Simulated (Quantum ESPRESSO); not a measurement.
**Magnetic state of NiSO4 from several starts**

A self-consistent run ends on one state, which hangs on the start. Several orders of NiSO4 are started in Quantum ESPRESSO and their energies compared.

Method: PBEsol; plane waves with GBRV 1.5 PBEsol potentials, no spin-orbit coupling, in Quantum ESPRESSO 7.5.

## Step 1: Set-up

Symmetry: Cmcm, No. 63, orthorhombic system. The conventional cell has a = 5.155 Å, b = 7.842 Å, c = 6.338 Å, α = 90.00°, β = 90.00°, γ = 90.00°. Nearest to Ni lie 6 O at 1.99 to 2.05 Å. Nearest to S lie 4 O at 1.53 to 1.60 Å. Nearest to O lie 1 S at 1.53 Å and 1 Ni at 1.99 Å. Nearest to O lie 1 S at 1.60 Å and 2 Ni at 2.05 Å. Farther neighbours and most contacts between anions are not listed.

The cell comes from the Crystallography Open Database.

## Step 2: Run 1, typed as ferro ++

The signs are those of the starting moments on the seeded atoms, the atoms that are given a moment.

Contents of pw.in:

```
&CONTROL
  calculation = 'scf'
  prefix = 'pwscf'
  outdir = './tmp'
  pseudo_dir = './pseudo'
  disk_io = 'nowf'
/
&SYSTEM
  ibrav = 0
  celldm(1) = 8
  nat = 12
  ntyp = 3
  ecutwfc = 40
  ecutrho = 280
  nbnd = 65
  occupations = 'smearing'
  smearing = 'fd'
  degauss = 0.00367493
  nspin = 2
  starting_magnetization(1) = 0.1111
  starting_magnetization(2) = 0
  starting_magnetization(3) = 0
/
&ELECTRONS
  conv_thr = 2.4d-08
  electron_maxstep = 150
  mixing_beta = 0.3
/
ATOMIC_SPECIES
Ni     58.6934 ni_pbesol_v1.4.uspp.F.UPF
S      32.0600 s_pbesol_v1.4.uspp.F.UPF
O      15.9990 o_pbesol_v1.2.uspp.F.UPF
CELL_PARAMETERS alat
   0.6088461357779   -0.9262020168322    0.0000000000000
   0.6088461357779    0.9262020168322    0.0000000000000
   0.0000000000000    0.0000000000000    1.4971355222348
ATOMIC_POSITIONS crystal
Ni      0.0000000000    0.0000000000    0.0000000000
Ni      0.0000000000    0.0000000000    0.5000000000
S       0.6400000000    0.3600000000    0.2500000000
S       0.3600000000    0.6400000000    0.7500000000
O       0.7500000000    0.2500000000    0.0500000000
O       0.2500000000    0.7500000000    0.5500000000
O       0.2500000000    0.7500000000    0.9500000000
O       0.7500000000    0.2500000000    0.4500000000
O       0.7700000000    0.7300000000    0.2500000000
O       0.2300000000    0.2700000000    0.7500000000
O       0.7300000000    0.7700000000    0.7500000000
O       0.2700000000    0.2300000000    0.2500000000
K_POINTS automatic
6 6 6 0 0 0
```

Launch:

```sh
$ OMP_NUM_THREADS=1 mpirun -n 4 pw.x -nk 4 -in pw.in > pw.out
```

The program printed:

```text
Program PWSCF v.7.5 starts

     Message from routine setup:
     using ibrav=0 with symmetry is DISCOURAGED, use correct ibrav instead

     K-points division:     npool     =       4
     Subspace diagonalization in iterative solution of the eigenvalue problem:

     G-vector sticks info
     --------------------
     sticks:   dense  smooth     PW     G-vecs:    dense   smooth      PW
     Sum        1607     911    279                68401    29479    5077

     Using Slab Decomposition

     bravais-lattice index     =            0
     lattice parameter (alat)  =       8.0000  a.u.
     unit-cell volume          =     864.5186 (a.u.)^3
     number of atoms/cell      =           12
     number of atomic types    =            3
     number of electrons       =        96.00
     number of Kohn-Sham states=           65
     kinetic-energy cutoff     =      40.0000  Ry
     charge density cutoff     =     280.0000  Ry
     scf convergence threshold =      2.4E-08
     mixing beta               =       0.3000
     number of iterations used =            8  plain     mixing
     Exchange-correlation= SLA  PW   PSX  PSC
                           (   1   4  10   8   0   0   0)

     celldm(1)=   8.000000  celldm(2)=   0.000000  celldm(3)=   0.000000
     celldm(4)=   0.000000  celldm(5)=   0.000000  celldm(6)=   0.000000

     crystal axes: (cart. coord. in units of alat)
               a(1) = (   0.608846  -0.926202   0.000000 )
               a(2) = (   0.608846   0.926202   0.000000 )
               a(3) = (   0.000000   0.000000   1.497136 )

     reciprocal axes: (cart. coord. in units 2 pi/alat)
               b(1) = (  0.821226 -0.539839  0.000000 )
               b(2) = (  0.821226  0.539839 -0.000000 )
               b(3) = ( -0.000000  0.000000  0.667942 )

     PseudoPot. # 1 for Ni read from file:
     ni_pbesol_v1.4.uspp.F.UPF
     Pseudo is Ultrasoft + core correction, Zval = 18.0
     Generated by new atomic code, or converted to UPF format
     Using radial grid of  865 points,  6 beta functions with:
                l(1) =   0
                l(2) =   0
                l(3) =   1
                l(4) =   1
                l(5) =   2
                l(6) =   2
     Q(r) pseudized with 10 coefficients,  rinner =    0.980   0.980   0.980
                                                       0.980   0.980

     PseudoPot. # 2 for S  read from file:
     s_pbesol_v1.4.uspp.F.UPF
     Pseudo is Ultrasoft + core correction, Zval =  6.0
     Generated by new atomic code, or converted to UPF format
     Using radial grid of  907 points,  6 beta functions with:
                l(1) =   0
                l(2) =   0
                l(3) =   1
                l(4) =   1
                l(5) =   2
                l(6) =   2
     Q(r) pseudized with  8 coefficients,  rinner =    1.300   1.300   1.300
                                                       1.300   1.300

     PseudoPot. # 3 for O  read from file:
     o_pbesol_v1.2.uspp.F.UPF
     Pseudo is Ultrasoft + core correction, Zval =  6.0
     Generated by new atomic code, or converted to UPF format
     Using radial grid of  737 points,  5 beta functions with:
                l(1) =   0
                l(2) =   0
                l(3) =   1
                l(4) =   1
                l(5) =   2
     Q(r) pseudized with  8 coefficients,  rinner =    0.900   0.900   0.900
                                                       0.900   0.900

     atomic species   valence    mass     pseudopotential
     Ni               18.00    58.69340     Ni( 1.00)
     S                 6.00    32.06000     S ( 1.00)
     O                 6.00    15.99900     O ( 1.00)

     Starting magnetic structure
     atomic species   magnetization
     Ni              0.111
     S               0.000
     O               0.000

      8 Sym. Ops., with inversion, found ( 4 have fractional translation)

   Cartesian axes

     site n.     atom                  positions (alat units)
         1        Ni     tau(   1) = (   0.0000000   0.0000000   0.0000000  )
         2        Ni     tau(   2) = (   0.0000000   0.0000000   0.7485678  )
         3        S      tau(   3) = (   0.6088461  -0.2593366   0.3742839  )
         4        S      tau(   4) = (   0.6088461   0.2593366   1.1228516  )
         5        O      tau(   5) = (   0.6088461  -0.4631010   0.0748568  )
         6        O      tau(   6) = (   0.6088461   0.4631010   0.8234245  )
         7        O      tau(   7) = (   0.6088461   0.4631010   1.4222787  )
         8        O      tau(   8) = (   0.6088461  -0.4631010   0.6737110  )
         9        O      tau(   9) = (   0.9132692  -0.0370481   0.3742839  )
        10        O      tau(  10) = (   0.3044231   0.0370481   1.1228516  )
        11        O      tau(  11) = (   0.9132692   0.0370481   1.1228516  )
        12        O      tau(  12) = (   0.3044231  -0.0370481   0.3742839  )

     number of k points=    52  Fermi-Dirac smearing, width (Ry)=  0.0037
                       cart. coord. in units 2pi/alat
        k(    1) = (   0.0000000   0.0000000   0.0000000), wk =   0.0046296
        k(    2) = (   0.0000000   0.0000000   0.1113237), wk =   0.0092593
        k(    3) = (   0.0000000   0.0000000   0.2226474), wk =   0.0092593
        k(    4) = (   0.0000000   0.0000000  -0.3339711), wk =   0.0046296
        k(    5) = (   0.1368709   0.0899732   0.0000000), wk =   0.0185185
        [... 47 further k-points ...]

     Dense  grid:    68401 G-vectors     FFT dimensions: (  48,  48,  64)

     Smooth grid:    29479 G-vectors     FFT dimensions: (  36,  36,  50)

     Check: negative core charge=   -0.000007
     Generating pointlists ...
     new r_m :   0.1935 (alat units)  1.5481 (a.u.) for type    1
     new r_m :   0.1494 (alat units)  1.1952 (a.u.) for type    2
     new r_m :   0.1494 (alat units)  1.1952 (a.u.) for type    3

     Initial potential from superposition of free atoms

     starting charge      91.9999, renormalised to      96.0000
     Starting wfcs are   66 randomized atomic wfcs

     Self-consistent Calculation

     iteration #  1     ecut=    40.00 Ry     beta= 0.30
     Davidson diagonalization with overlap
     ethr =  1.00E-02,  avg # of iterations =  4.8

     total energy              =    -987.57633704 Ry
     estimated scf accuracy    <      14.26272420 Ry

     total magnetization       =     4.17 Bohr mag/cell
     absolute magnetization    =     4.46 Bohr mag/cell

     iteration #  2     ecut=    40.00 Ry     beta= 0.30
     Davidson diagonalization with overlap
     ethr =  1.00E-02,  avg # of iterations =  2.8

     total energy              =    -990.40895183 Ry
     estimated scf accuracy    <      12.74531737 Ry

     total magnetization       =     0.29 Bohr mag/cell
     absolute magnetization    =     0.44 Bohr mag/cell

     iteration #  3     ecut=    40.00 Ry     beta= 0.30
     Davidson diagonalization with overlap
     ethr =  1.00E-02,  avg # of iterations =  2.0

     total energy              =    -991.73268706 Ry
     estimated scf accuracy    <       0.38964851 Ry

     total magnetization       =     3.95 Bohr mag/cell
     absolute magnetization    =     4.00 Bohr mag/cell

     [... further iterations left out ...]

     iteration # 10     ecut=    40.00 Ry     beta= 0.30
     Davidson diagonalization with overlap
     ethr =  1.65E-08,  avg # of iterations =  2.1

     total energy              =    -991.79038664 Ry
     estimated scf accuracy    <       0.00000210 Ry

     total magnetization       =     4.00 Bohr mag/cell
     absolute magnetization    =     4.12 Bohr mag/cell

     iteration # 11     ecut=    40.00 Ry     beta= 0.30
     Davidson diagonalization with overlap
     ethr =  2.19E-09,  avg # of iterations =  3.8

     total energy              =    -991.79039451 Ry
     estimated scf accuracy    <       0.00000022 Ry

     total magnetization       =     4.00 Bohr mag/cell
     absolute magnetization    =     4.13 Bohr mag/cell

     iteration # 12     ecut=    40.00 Ry     beta= 0.30
     Davidson diagonalization with overlap
     ethr =  2.29E-10,  avg # of iterations =  2.1

     total energy              =    -991.79039805 Ry
     estimated scf accuracy    <       0.00000008 Ry

     total magnetization       =     4.00 Bohr mag/cell
     absolute magnetization    =     4.13 Bohr mag/cell

     iteration # 13     ecut=    40.00 Ry     beta= 0.30
     Davidson diagonalization with overlap
     ethr =  7.84E-11,  avg # of iterations =  2.0

     Magnetic moment per site  (integrated on atomic sphere of radius R)
     atom   1 (R=0.194)  charge= 15.3904  magn=  1.5779
     atom   2 (R=0.194)  charge= 15.3904  magn=  1.5779
     atom   3 (R=0.149)  charge=  1.3662  magn=  0.0129
     atom   4 (R=0.149)  charge=  1.3662  magn=  0.0129
     atom   5 (R=0.149)  charge=  4.1947  magn=  0.0441
     atom   6 (R=0.149)  charge=  4.1947  magn=  0.0441
     atom   7 (R=0.149)  charge=  4.1947  magn=  0.0441
     atom   8 (R=0.149)  charge=  4.1947  magn=  0.0441
     atom   9 (R=0.149)  charge=  4.1729  magn=  0.0957
     atom  10 (R=0.149)  charge=  4.1729  magn=  0.0957
     atom  11 (R=0.149)  charge=  4.1729  magn=  0.0957
     atom  12 (R=0.149)  charge=  4.1729  magn=  0.0957

     End of self-consistent calculation

     Number of k-points >= 100: set verbosity='high' to print the bands.

     the Fermi energy is     7.6554 ev

!    total energy              =    -991.79040142 Ry
     estimated scf accuracy    <       0.00000001 Ry
     smearing contrib. (-TS)   =      -0.00003163 Ry
     internal energy E=F+TS    =    -991.79036980 Ry

     The total energy is F=E-TS. E is the sum of the following terms:
     one-electron contribution =    -700.16615551 Ry
     hartree contribution      =     397.75917070 Ry
     xc contribution           =    -144.88171087 Ry
     ewald contribution        =    -544.50167412 Ry

     total magnetization       =     4.00 Bohr mag/cell
     absolute magnetization    =     4.13 Bohr mag/cell

     convergence has been achieved in  13 iterations

=------------------------------------------------------------------------------=
   JOB DONE.
=------------------------------------------------------------------------------=
```

Run time: 3 min. Hardware: 4 MPI ranks of Arm Neoverse V1, shared host; peak memory 1.1 GiB; 12 min of CPU time.

Spin moment in the atom's sphere by atom:

| atom | spin moment in the atom's sphere (μB) |
| --- | --- |
| Ni1 | 1.58 |
| Ni2 | 1.58 |
| S3 | 0.01 |
| S4 | 0.01 |
| O5 | 0.04 |
| O6 | 0.04 |
| O7 | 0.04 |
| O8 | 0.04 |
| O9 | 0.10 |
| O10 | 0.10 |
| O11 | 0.10 |
| O12 | 0.10 |

Read from the output:

```
smearing term TS       : 4.30e-4 eV
magnetization          : 4 μB
absolute magnetization : 4.127 μB
final state            : ferromagnetic
```

(Part 1 of 2 ends here.)

[Logs and program files are shortened in this print: banners, set-up blocks, solver, clock and traceback lines can be left out without a mark of their own.]

[Logs are printed without paths, hosts, clocks, repeated set-up lines and the standing remarks that a program may print on its own settings, such as how far it seeks lower states.]

[Hosts, paths, dates, database ids (printed as entryN), source tags and the programs' standing remarks are cut or masked in the printed files.]

[Where a cell is said to come from a database of computed structures, the database is the Materials Project.]
